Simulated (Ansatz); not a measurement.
Planning a GW calculation on KMgF3 (Pm-3m).

Symmetry: Pm-3m, No. 221, cubic system. The conventional cell has a = 3.986 Å, b = 3.986 Å, c = 3.986 Å, α = 90.00°, β = 90.00°, γ = 90.00°. Nearest to K lie 12 F at 2.82 Å. Mg has 6 F at 1.99 Å nearest. Nearest to F lie 2 Mg at 1.99 Å and 4 K at 2.82 Å. Farther neighbours and most contacts between anions are not listed.

```cif
data_structure
_symmetry_space_group_name_H-M 'P 1'
_symmetry_Int_Tables_number 1
_cell_length_a 3.9859
_cell_length_b 3.9859
_cell_length_c 3.9859
_cell_angle_alpha 90.000
_cell_angle_beta 90.000
_cell_angle_gamma 90.000
_cell_volume 63.33
loop_
_atom_site_label
_atom_site_type_symbol
_atom_site_fract_x
_atom_site_fract_y
_atom_site_fract_z
_atom_site_occupancy
K1 K 0.50000 0.50000 0.50000 1
Mg2 Mg 0.00000 0.00000 0.00000 1
F3 F 0.50000 0.00000 0.00000 1
F4 F 0.00000 0.50000 0.00000 1
F5 F 0.00000 0.00000 0.50000 1
```

The cell and positions come from the Crystallography Open Database and are kept as given unless a step says otherwise.

Runs so far (Ansatz 0.2.0, start PBE, PAW set soft_1 files, 4×4×4 mesh). Times are wall times on 1 × NVIDIA H100 80GB HBM3 (shared by 6 runs) with 3 threads of AMD EPYC 7R13 (Zen 3), shared host, good to a factor of about two.

```
bands summed  cutoff (eV)  gap on the mesh (eV)  time
          70           50                11.533  11 s
         163          100                11.142  11 s
         284          150                11.238  14 s
         489          220                11.363  21 s
```

**Question.** What should the next rung give, with 767 bands and screening to 300 eV, and where is the limit?

The error falls about as one over the bands when the cutoff rises with them. A line through the two highest rungs given predicts 11.426 eV; the run gave 11.428 eV, close to it. The two highest rungs put the limit near 11.541 eV, the pair below near 11.537 eV; their difference is a rough measure of what is unsettled in bands and cutoff; the mesh is a separate error.

Gaps are over the mesh's points; an edge off the mesh would be missed. Limits: not at the basis limit; coarse k mesh.

[Paths, hosts, dates, memory and timing lines, banners, echoed tables and standing remarks are left out of the program output.]

[Logs are printed without paths, hosts, clocks, repeated set-up lines and the standing remarks that a program may print on its own settings, such as how far it seeks lower states.]

[Runs of the session that timed out or met a known fault of the program may be left out.]

[Cells called generated may have been cut or substituted from an entry of the Crystallography Open Database or the Materials Project.]

[Hosts, paths, dates, database ids (printed as entryN), source tags and the programs' standing remarks are cut or masked in the printed files.]
